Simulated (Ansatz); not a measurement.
# (CdSe)1(MgSe)2 [001] superlattice, started as zinc blende: relaxing the cell for a phonon run

Wanted: the relaxed cell of (CdSe)1(MgSe)2 [001] superlattice, started as zinc blende.

Calculated with Ansatz 0.2.0; DFT LDA, scalar-relativistic, plane waves, PAW.

This is a report of a sequence of runs, with most program output left out.

The structure was built from a prototype and need not be the compound's stable phase.

### 1. The starting structure

Symmetry: I-4m2, No. 119, tetragonal system. The conventional cell has a = 4.203 Å, b = 4.203 Å, c = 17.830 Å, α = 90.00°, β = 90.00°, γ = 90.00°. Nearest to Cd lie 4 Se at 2.57 Å. Nearest to Mg lie 4 Se at 2.57 Å. Se has 2 Mg at 2.57 Å and 2 Cd at 2.57 Å nearest. Nearest to Se lie 4 Mg at 2.57 Å. Farther neighbours and most contacts between anions are not listed.

### 2. Probe on a coarse mesh

A quick single point on a coarse mesh tells whether the cell has a gap and how far it is from rest, which sets the k mesh and smearing that follow.

Input file input.yaml:

```yaml
crystal:
  lattice:
    - [2.97167, 2.97167, 0.0]
    - [-2.97167, 2.97167, 0.0]
    - [2.97167, 0.0, 8.915]
  atoms:
    - { symbol: Cd, position: [0.0, 0.0, 0.0] }
    - { symbol: Mg, position: [0.333333, 0.666667, 0.333333] }
    - { symbol: Mg, position: [0.666667, 0.333333, 0.666667] }
    - { symbol: Se, position: [0.416667, 0.083333, 0.166667] }
    - { symbol: Se, position: [0.75, 0.75, 0.5] }
    - { symbol: Se, position: [0.083333, 0.416667, 0.833333] }
kpoints:
  mp_grid: { grid: [4, 4, 4] }
hamiltonian:
  xc: lda
scf:
  occupations: { method: gaussian, width: 0.1 }
output:
  forces: true
  stress: true
  eigenvalues: true
```

On the command line:

```
> ansatz run input.yaml --threads 4 --pin off --max-ram 14336MiB --backend cpu --events-out ev --progress --plain --runs-dir out
```

Wall time 3.1 s (4 threads of Arm Neoverse V1, shared host); peak memory 0.46 GiB; 9.9 s of CPU time.

A gap read on the k-mesh alone can miss the band edges.

This step gave:

- pressure: -0.4387 GPa
- gap on the k-mesh: 1.650 eV
- volume per atom: 26.24 Å³
- direct gap on mesh: 1.650 eV

The coarse mesh shows a gap of 1.65 eV and a pressure of -0.4 GPa.

### 3. Bringing the structure to rest

The cell and atoms are relaxed, since residual forces and stress would shift the frequencies.

input.yaml, the sections that differ from step 2:

```yaml
kpoints:
  mp_grid: { grid: [6, 6, 6] }
scf:
  occupations: { method: gaussian, width: 0.02 }
relax:
  adjacent_minimum: "off"
  f_tol: 0.005
  max_steps: 80
  cell: { stress_tol: 0.05 }
# crystal, hamiltonian, output: as in step 2
```

Elapsed: 41 s, on 4 threads; peak memory 0.57 GiB; 2.6 min of CPU time.

Relaxation path:

```csv
step,energy less that of the first step (eV),largest force component (eV/Å),pressure (GPa),volume (Å³)
1,0.0000,0.4401,-0.49,157.45
2,-0.0271,0.1393,-0.23,155.83
3,-0.0311,0.0067,-0.06,155.47
4,-0.0312,0.0016,0.00,155.31
5,-0.0313,0.0015,0.01,155.27
6*,-0.0310,0.0015,0.01,155.27
```

Relaxation steps marked * repeat the geometry before them on a plane-wave basis chosen anew for their cell, so energy and pressure can jump there.

The run keeps the 8 symmetry operations that it works with, so distortions that break them were not tested.

```
conventional cell, symmetrised  before   after  change
                         a (Å)   4.203   4.196  -0.1 %
                         b (Å)   4.203   4.196  -0.1 %
                         c (Å)  17.830  17.635  -1.1 %
              volume (Å³/atom)   26.24   25.88  -1.4 %
```

The atoms that moved most (Å, as changes of fractional coordinates times the final cell):

| atom | dx | dy | dz | length |
| --- | --- | --- | --- | --- |
| Se4 | 0.000 | 0.000 | 0.063 | 0.063 |
| Se6 | 0.000 | 0.000 | -0.063 | 0.063 |
| Mg2 | 0.000 | 0.000 | 0.025 | 0.025 |
| Mg3 | 0.000 | 0.000 | -0.025 | 0.025 |

Final coordinates:

```xyz
6
Lattice="2.9673 2.9673 0.0000 -2.9673 2.9673 0.0000 2.9673 0.0000 8.8176" Properties=species:S:1:pos:R:3 pbc="T T T"
Cd    0.0000    0.0000    0.0000
Mg    0.0000    2.9673    2.9644
Mg    2.9673    2.9673    5.8532
Se    1.4836    1.4836    1.5326
Se    1.4836    4.4509    4.4088
Se    1.4836    1.4836    7.2850
```

This step gave:

```
pressure           : 0.01011 GPa
gap on the k-mesh  : 1.712 eV
volume per atom    : 25.88 Å³
direct gap on mesh : 1.712 eV
```

In this step the volume went from 26.24 to 25.88 Å³/atom.

### 4. Relaxing to small forces for the phonons

Phonons need a cell at rest on their own settings, so the relaxation is repeated with tight tolerances on forces and stress, using the mesh and the filling of the phonon run that follows.

Input file input.yaml:

```yaml
crystal:
  lattice:
    - [2.967282292, 2.967282292, 0.0]
    - [-2.967282292, 2.967282292, 0.0]
    - [2.967282292, 0.0, 8.8175924928]
  atoms:
    - { symbol: Cd, position: [0.0, 0.0, 0.0] }
    - { symbol: Mg, position: [0.3319022126, 0.6680977874, 0.3361955748] }
    - { symbol: Mg, position: [0.6680977874, 0.3319022126, 0.6638044252] }
    - { symbol: Se, position: [0.4130957443, 0.0869042557, 0.1738085114] }
    - { symbol: Se, position: [0.75, 0.75, 0.5] }
    - { symbol: Se, position: [0.0869042557, 0.4130957443, 0.8261914886] }
kpoints:
  mp_grid: { grid: [8, 8, 8] }
hamiltonian:
  xc: lda
scf:
  occupations: { method: fixed }
output:
  forces: true
  stress: true
  eigenvalues: true
relax:
  adjacent_minimum: "off"
  f_tol: 0.001
  max_steps: 60
  cell: { stress_tol: 0.01 }
```

Wall time 44 s (4 threads); peak memory 0.69 GiB.

Little changed from the start: no atom moved by 0.005 Å and no cell edge by 0.1 %.

Numbers from this step:

```yaml
pressure: -0.001176 GPa
```

The largest force component left is 0.68 meV/Å and the pressure is -0.001 GPa, within the tolerances set. The cell now holds 25.88 Å³/atom.

### 5. Outcome

| Item | Value |
| --- | --- |
| space group after relaxation (within 0.01 Å) | I-4m2 |
| lattice constant a | 4.196 Å |
| lattice constant b | 4.196 Å |
| lattice constant c | 17.638 Å |
| volume per atom | 25.9 Å³ |
| gap on the k-mesh | 1.71 eV |

What this shows: The largest force component left is 0.68 meV/Å and the pressure is -0.001 GPa, within the tolerances set. The cell now holds 25.88 Å³/atom. The relaxation keeps the symmetry of its start, so it says nothing on stability against lower symmetry. The starting cell was built on a prototype and not taken from a measurement, so the phase need not exist.

[Logs are printed without paths, hosts, clocks, repeated set-up lines and the standing remarks that a program may print on its own settings, such as how far it seeks lower states.]

[Hosts, paths, dates, database ids (printed as entryN), source tags and the programs' standing remarks are cut or masked in the printed files.]
